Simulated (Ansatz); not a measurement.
## Optical response of BP

Wanted: where BP starts to absorb, how strongly, and its refractive index.

Program: Ansatz 0.2.0. Level of theory: DFT, PBE, plane-wave PAW, default files, scalar-relativistic, independent-particle optical response without local fields. Results are calculated unless marked as measured.

Report form: the programs' logs are mostly left out.

## Step 1: The starting structure

The structure is cubic, space group F-43m (No. 216). Conventional cell: a = 4.538 Å, b = 4.538 Å, c = 4.538 Å, α = 90.00°, β = 90.00°, γ = 90.00°. Nearest to P lie 4 B at 1.97 Å. Nearest to B lie 4 P at 1.97 Å. Farther neighbours are not listed.

## Step 2: Ground state and bands

The self-consistent density comes first; it also tells whether there is a gap, which decides the occupations and the need for a Drude term.

This step: DFT, PBE, plane-wave PAW, default files, scalar-relativistic, ground state (Ansatz 0.2.0).

Input file input.yaml:

```yaml
crystal:
  lattice:
    - [0.0, 2.269, 2.269]
    - [2.269, 0.0, 2.269]
    - [2.269, 2.269, 0.0]
  atoms:
    - { symbol: P, position: [0.75, 0.75, 0.75] }
    - { symbol: B, position: [0.0, 0.0, 0.0] }
kpoints:
  mp_grid: { grid: [8, 8, 8] }
  band_path:
    path:
      - [[0.0, 0.0, 0.0], [0.5, 0.0, 0.5], [0.5, 0.25, 0.75], [0.375, 0.375, 0.75], [0.0, 0.0, 0.0], [0.5, 0.5, 0.5], [0.625, 0.25, 0.625], [0.5, 0.25, 0.75], [0.5, 0.5, 0.5], [0.375, 0.375, 0.75]]
      - [[0.625, 0.25, 0.625], [0.5, 0.0, 0.5]]
    npoints: 6
scf:
  occupations: { method: fermi_dirac, width: 0.05 }
  n_extra_bands: 6
hamiltonian:
  xc: pbe
  pseudopotentials: { kind: paw }
output:
  forces: true
  stress: true
  populations: true
  write_bands: true
  write_density: true
  write_potential: true
  elf: true
  volumetric_format: npy
```

Started as:

```sh
ansatz run input.yaml --threads 4 --pin off --max-ram 8192MiB --backend cpu --events-out ev --progress --plain --runs-dir out
```

Run time: 1.3 s. Hardware: 4 threads of Intel Xeon 6975P-C (Granite Rapids), shared host; peak memory 0.35 GiB.

This step gave:

- free energy: -912.4446 eV
- Fermi energy: 9.881 eV
- gap by band count: 1.273 eV
- electrons: 8
- symmetry operations: 24
- pressure: 1.147 GPa
- volume: 23.36 Å³
- gap on the path: 1.239 eV
- least direct gap on the path: 3.404 eV

There is a gap, 1.24 eV on the path, so no carriers' term is needed. The cell is left with a pressure of 1.1 GPa, as it stands unrelaxed at this level.

The electronic bands at the labelled points (eV, zero at the Fermi level; v1 is the highest filled band, c1 the lowest empty one):

| point | v4 | v3 | v2 | v1 | c1 | c2 | c3 | c4 |
| --- | --- | --- | --- | --- | --- | --- | --- | --- |
| Γ | -16.07 | -0.62 | -0.62 | -0.62 | 2.79 | 2.79 | 2.79 | 6.76 |
| halfway | -14.59 | -4.31 | -3.35 | -3.35 | 1.20 | 4.33 | 7.09 | 7.09 |
| X | -11.22 | -9.20 | -4.73 | -4.73 | 0.72 | 1.04 | 11.46 | 11.46 |
| halfway | -11.09 | -8.98 | -5.54 | -5.47 | 2.27 | 2.75 | 9.59 | 10.38 |
| W | -10.95 | -8.67 | -6.29 | -6.08 | 4.71 | 6.14 | 6.62 | 6.83 |
| halfway | -11.11 | -8.72 | -6.67 | -5.03 | 2.91 | 5.49 | 7.89 | 8.63 |
| K | -11.22 | -8.78 | -6.84 | -4.12 | 1.53 | 5.38 | 9.09 | 9.98 |
| halfway | -14.43 | -5.52 | -4.49 | -1.70 | 3.94 | 4.47 | 5.51 | 7.68 |
| Γ | -16.07 | -0.62 | -0.62 | -0.62 | 2.79 | 2.79 | 2.79 | 6.76 |
| halfway | -14.97 | -5.46 | -1.73 | -1.73 | 3.38 | 4.14 | 4.14 | 8.99 |
| L | -12.75 | -9.65 | -2.37 | -2.37 | 3.16 | 4.09 | 4.09 | 9.51 |
| halfway | -12.25 | -9.20 | -4.81 | -3.17 | 2.67 | 5.95 | 6.12 | 9.09 |
| U | -11.22 | -8.78 | -6.84 | -4.12 | 1.53 | 5.38 | 9.09 | 9.98 |
| halfway | -11.11 | -8.72 | -6.67 | -5.03 | 2.91 | 5.49 | 7.89 | 8.63 |
| W | -10.95 | -8.67 | -6.29 | -6.08 | 4.71 | 6.14 | 6.62 | 6.83 |
| halfway | -12.09 | -9.06 | -5.14 | -3.73 | 3.57 | 4.58 | 7.67 | 9.15 |
| L | -12.75 | -9.65 | -2.37 | -2.37 | 3.16 | 4.09 | 4.09 | 9.51 |
| halfway | -12.25 | -9.20 | -4.81 | -3.17 | 2.67 | 5.95 | 6.12 | 9.09 |
| K | -11.22 | -8.78 | -6.84 | -4.12 | 1.53 | 5.38 | 9.09 | 9.98 |
| jump to U | -11.22 | -8.78 | -6.84 | -4.12 | 1.53 | 5.38 | 9.09 | 9.98 |
| halfway | -11.16 | -9.08 | -5.67 | -4.57 | 1.02 | 2.38 | 10.71 | 11.01 |
| X | -11.22 | -9.20 | -4.73 | -4.73 | 0.72 | 1.04 | 11.46 | 11.46 |

Valence density in the ac plane of a cell with a along [110], b along [-110] and c along [001] of the cube at fractional y = 0.000, with atoms of P and B within 0.2 Å of it. It is the smooth field of the valence electrons, not physical close to the nuclei.

Values in e/Å³, 7 rows by 16 columns, each cell a mean:
```
0.58 0.50 0.27 0.15 0.13 0.21 0.40 0.58 0.58 0.50 0.27 0.15 0.13 0.21 0.40 0.58
0.31 0.21 0.11 0.05 0.04 0.08 0.16 0.28 0.31 0.21 0.11 0.05 0.04 0.08 0.16 0.28
0.09 0.08 0.08 0.08 0.08 0.08 0.08 0.09 0.09 0.08 0.08 0.08 0.08 0.08 0.08 0.09
0.06 0.10 0.20 0.35 0.38 0.27 0.13 0.07 0.06 0.10 0.20 0.35 0.38 0.27 0.13 0.07
0.14 0.26 0.49 0.46 0.41 0.52 0.36 0.17 0.14 0.26 0.49 0.46 0.41 0.52 0.36 0.17
0.45 0.62 0.83 0.47 0.31 0.75 0.73 0.50 0.45 0.62 0.83 0.47 0.31 0.75 0.73 0.50
0.56 0.78 0.69 0.57 0.53 0.64 0.76 0.68 0.56 0.78 0.69 0.57 0.53 0.64 0.76 0.68
```

Electrostatic potential energy in the ac plane of a cell with a along [110], b along [-110] and c along [001] of the cube at fractional y = 0.000, with atoms of P and B within 0.2 Å of it. With pseudopotentials it is smooth inside the atoms' cores, unlike the true potential.

Values in eV, 7 rows by 16 columns, each cell a mean:
```
-32  -9   8  11  11  10   1 -24 -32  -9   8  11  11  10   1 -24
  8  10  11  12  12  12  11   9   8  10  11  12  12  12  11   9
 11  12  12  12  12  12  12  11  11  12  12  12  12  12  12  11
 11  11   8   4   3   6  10  11  11  11   8   4   3   6  10  11
 11   7 -12 -42 -47 -26   1  10  11   7 -12 -42 -47 -26   1  10
  3   3 -18 -51 -56 -34  -1   4   3   3 -18 -51 -56 -34  -1   4
-44 -17   2  -4  -6   1  -5 -35 -44 -17   2  -4  -6   1  -5 -35
```

## Step 3: Spectrum

With the density converged, the vertical transitions are summed over the zone.

This step: DFT, PBE, plane-wave PAW, default files, scalar-relativistic, independent-particle optical response without local fields (Ansatz 0.2.0).

input.yaml, the sections that differ from step 2:

```yaml
kpoints:
  mp_grid: { grid: [8, 8, 8] }
scf:
  occupations: { method: fixed }
output:
  optics:
    e_range: [0, 20]
    de: 0.05
    sigma: 0.1
    nscf_kmesh: { grid: [10, 10, 10] }
    bands: { spectra_wanted_up_to: 20 }
# crystal, hamiltonian: as in step 2
```

The job ended after 1.6 s (4 threads; peak memory 0.52 GiB).

Numbers from this step:

```
electronic dielectric constant ε∞, mean over x, y and z (by symmetry where fewer were run)                                                          : 9.493
absorption onset, first axis (α over 10⁴ cm⁻¹, or the direct gap if that lies higher)                                                               : 3.404 eV
main peak of Im epsilon, first axis                                                                                                                 : 5.839 eV
photocurrent from vertical transitions in a film 500 nm thick on a perfect mirror (two passes), AM1.5G, no front reflection, all carriers collected : 0.5940 mA/cm²
least direct gap on the mesh                                                                                                                        : 3.404 eV
bands summed                                                                                                                                        : 17
spectra valid up to                                                                                                                                 : 26.91 eV
program's estimate of the k-sum error in Im epsilon                                                                                                 : 0.25 %
electrons in the f-sum                                                                                                                              : 6.963
```

The Im ε, any direction has structure finer than the step of the table below, so its rows give means over 0.5 eV, whole bins alone (the curve runs from 0 to 20 eV). Peaks (eV: height): 5.85: 49.8.

Im ε, any direction against photon energy; means over each step:

photon energy (eV), Im ε, any direction and a bar:
```
      3.0        0.0 
      3.5        1.9 ##
      4.0        4.9 ####
      4.5        7.3 ######
      5.0       11.1 #########
      5.5       25.2 #####################
      6.0       36.8 ##############################
      6.5       18.7 ###############
      7.0       12.5 ##########
      7.5        9.2 ########
      8.0        7.5 ######
      8.5        6.0 #####
      9.0        4.7 ####
      9.5        3.7 ###
     10.0        2.9 ##
     10.5        2.6 ##
     11.0        2.3 ##
     11.5        1.9 ##
     12.0        1.7 #
     12.5        1.5 #
     13.0        1.2 #
     13.5        1.1 #
     14.0        1.0 #
     14.5        0.8 #
     15.0        0.7 #
     15.5        0.7 #
     16.0        0.6 
     16.5        0.5 
     17.0        0.4 
     17.5        0.4 
     18.0        0.4 
     18.5        0.3 
     19.0        0.3 
     19.5        0.3
```

Table of Re ε, any direction by photon energy:

photon energy (eV), Re ε, any direction and a bar from the least value:
```
        0        9.5 ####################
        1        9.8 ####################
        2       10.7 #####################
        3       13.1 #######################
        4       16.8 ###########################
        5       20.4 ##############################
        6      -12.0 
        7       -8.5 ###
        8       -6.3 #####
        9       -5.2 ######
       10       -3.9 #######
       11       -3.0 ########
       12       -2.4 #########
       13       -2.0 #########
       14       -1.5 ##########
       15       -1.2 ##########
       16       -0.9 ##########
       17       -0.7 ##########
       18       -0.5 ###########
       19       -0.3 ###########
       20       -0.2 ###########
```

Values under 1 per cm are given as 1. Absorption coefficient, any direction against photon energy:

photon energy (eV), log10 absorption coefficient, any direction (1/cm) and a bar:
```
     0.00        0.0 
     1.00        0.0 
     2.00        0.0 
     3.00        0.0 
     4.00        5.4 #########################
     5.00        5.8 ###########################
     6.00        6.5 ##############################
     7.00        6.4 ##############################
     8.00        6.4 #############################
     9.00        6.4 #############################
    10.00        6.3 #############################
    11.00        6.3 #############################
    12.00        6.3 #############################
    13.00        6.3 #############################
    14.00        6.3 #############################
    15.00        6.2 #############################
    16.00        6.2 #############################
    17.00        6.2 #############################
    18.00        6.1 ############################
    19.00        6.1 ############################
    20.00        6.0 ############################
```

The reflectivity at normal incidence, any direction by photon energy; read off at these points:

| photon energy (eV) | reflectivity at normal incidence, any direction (%) |
| --- | --- |
| 0.0 | 26.0 |
| 0.5 | 26.1 |
| 1.0 | 26.5 |
| 1.5 | 27.2 |
| 2.0 | 28.2 |
| 2.5 | 29.7 |
| 3.0 | 32.1 |
| 3.5 | 37.1 |
| 4.0 | 38.2 |
| 4.5 | 40.5 |
| 5.0 | 44.2 |
| 5.5 | 53.0 |
| 6.0 | 68.9 |
| 6.5 | 63.1 |
| 7.0 | 63.2 |
| 7.5 | 61.0 |
| 8.0 | 60.7 |
| 8.5 | 61.0 |
| 9.0 | 61.6 |
| 9.5 | 62.3 |
| 10.0 | 61.8 |
| 10.5 | 59.3 |
| 11.0 | 57.8 |
| 11.5 | 59.5 |
| 12.0 | 57.3 |
| 12.5 | 59.5 |
| 13.0 | 59.7 |
| 13.5 | 58.7 |
| 14.0 | 58.2 |
| 14.5 | 58.1 |
| 15.0 | 58.6 |
| 15.5 | 57.1 |
| 16.0 | 57.1 |
| 16.5 | 58.8 |
| 17.0 | 57.6 |
| 17.5 | 55.5 |
| 18.0 | 54.1 |
| 18.5 | 52.3 |
| 19.0 | 49.5 |
| 19.5 | 47.1 |
| 20.0 | 43.5 |

Table of loss function −Im 1/ε at q → 0, any direction by energy loss; read off at these points:

energy loss (eV), loss function −Im 1/ε at q → 0, any direction and a bar:
```
      3.0       0.00 
      3.5       0.01 
      4.0       0.02 
      4.5       0.02 
      5.0       0.02 
      5.5       0.02 
      6.0       0.02 
      6.5       0.04 #
      7.0       0.05 #
      7.5       0.07 #
      8.0       0.08 #
      8.5       0.09 #
      9.0       0.10 #
      9.5       0.11 #
     10.0       0.12 ##
     10.5       0.15 ##
     11.0       0.16 ##
     11.5       0.17 ##
     12.0       0.20 ##
     12.5       0.20 ###
     13.0       0.23 ###
     13.5       0.26 ###
     14.0       0.29 ####
     14.5       0.33 ####
     15.0       0.36 ####
     15.5       0.42 #####
     16.0       0.48 ######
     16.5       0.52 ######
     17.0       0.64 ########
     17.5       0.79 ##########
     18.0       0.96 ############
     18.5       1.21 ###############
     19.0       1.56 ###################
     19.5       1.98 ########################
     20.0       2.42 ##############################
```

From ε follow the optical constants at some laser and lamp lines:

| wavelength (nm) | n | k | R (%) | 1/α |
| --- | --- | --- | --- | --- |
| 1064 | 3.14 | 0.000 | 26.7 | over 1 mm |
| 532 | 3.35 | 0.000 | 29.2 | over 1 mm |
| 450 | 3.49 | 0.000 | 30.8 | over 1 mm |
| 365 | 4.03 | 0.092 | 36.3 | 316 nm |
| 308 | 4.15 | 0.606 | 38.2 | 40 nm |
| 248 | 4.67 | 1.165 | 44.2 | 17 nm |
| 193 | 2.57 | 3.836 | 62.6 | 4.0 nm |

Rows near the edge hang on the gap, which this functional as a rule makes too small, and phonon-assisted absorption is left out.

Through 1 µm of it, D65 light comes out colourless, dimmed by reflection (x = 0.317, y = 0.334; 55 % transmitted).

The f-sum over the summed bands holds 7.0 of the cell's 8 electrons outside the frozen cores. Up to 20 eV the strength has a mean oscillator energy of 6.8 eV, close to the main peak.

## Step 4: Static response with local fields

A static field by perturbation theory: the induced potential is included, and the Born charges come with it.

This step: DFT, PBE, plane-wave PAW, default files, scalar-relativistic, static field response by perturbation theory with local fields (Ansatz 0.2.0).

input.yaml, the sections that differ from step 3:

```yaml
dielectric: {}
# crystal, kpoints, scf, hamiltonian: as in step 3
# output: removed
```

Wall time 2.5 s (4 threads); peak memory 0.43 GiB; 8.2 s of CPU time.

Numbers from this step:

```
electronic dielectric constant ε∞, mean over x, y and z (by symmetry where fewer were run) : 9.154
```

ε∞ with local fields:

```
9.15 0.00 0.00
0.00 9.15 0.00
0.00 0.00 9.15
```

Diagonal elements. Born, by row:

| atom | Z*xx (e) | Z*yy (e) | Z*zz (e) |
| --- | --- | --- | --- |
| P1 | 0.514 | 0.514 | 0.514 |
| B2 | -0.514 | -0.514 | -0.514 |

Mean Born charges are P +0.51 and B -0.51: their signs are opposite to the formal valences (-3 and +3). These are dynamical charges, and in nearly covalent bonds they can be small or reversed.

## Step 5: What came out

```json
{
 "gap on the path": "1.24 eV",
 "least direct gap on the path": "3.40 eV",
 "electronic dielectric constant ε∞, mean over x, y and z (by symmetry where fewer were run) (independent particles)": "9.49",
 "absorption onset, first axis (α over 10⁴ cm⁻¹, or the direct gap if that lies higher)": "3.40 eV",
 "main peak of Im epsilon, first axis": "5.84 eV",
 "photocurrent from vertical transitions in a film 500 nm thick on a perfect mirror (two passes), AM1.5G, no front reflection, all carriers collected": "0.594 mA/cm²",
 "electronic dielectric constant ε∞, mean over x, y and z (by symmetry where fewer were run) (static response with local fields)": "9.15"
}
```

**Reading.** At this level (PBE, independent particles) BP has ε∞ = 9.49 (9.15 with local fields) and n = 3.11 at 1550 nm; absorption sets in near 3.4 eV, and Im ε peaks at 5.8 eV. The gap is indirect (1.24 eV), so absorption without phonons can begin only at the direct gap of 3.40 eV. Lines 0.1 eV wide carry a tail of absorption under the direct gap, past the threshold already at 3.33 eV. Absorption passes 10⁴ cm⁻¹ from the direct gap on, 3.40 eV, in the ultraviolet, so the visible is passed, but for phonon-assisted absorption over the indirect gap, which is left out. The f-sum over the summed bands holds 7.0 of the cell's 8 electrons outside the frozen cores. Up to 20 eV the strength has a mean oscillator energy of 6.8 eV, close to the main peak. Through 1 µm of it, D65 light comes out colourless, dimmed by reflection (x = 0.317, y = 0.334; 55 % transmitted). With local fields and the functional's kernel the static response is 9.15 against 9.49 for independent particles (-4 %). In the base spectrum excitons and phonon-assisted transitions are missing, and so are local fields; PBE gaps are as a rule too small, which pulls the onset down and ε∞ up. In the base run ε includes the program's bounded estimate of what the bands above those summed add.

[Logs are printed without paths, hosts, clocks, repeated set-up lines and the standing remarks that a program may print on its own settings, such as how far it seeks lower states.]

[Hosts, paths, dates, database ids (printed as entryN), source tags and the programs' standing remarks are cut or masked in the printed files.]
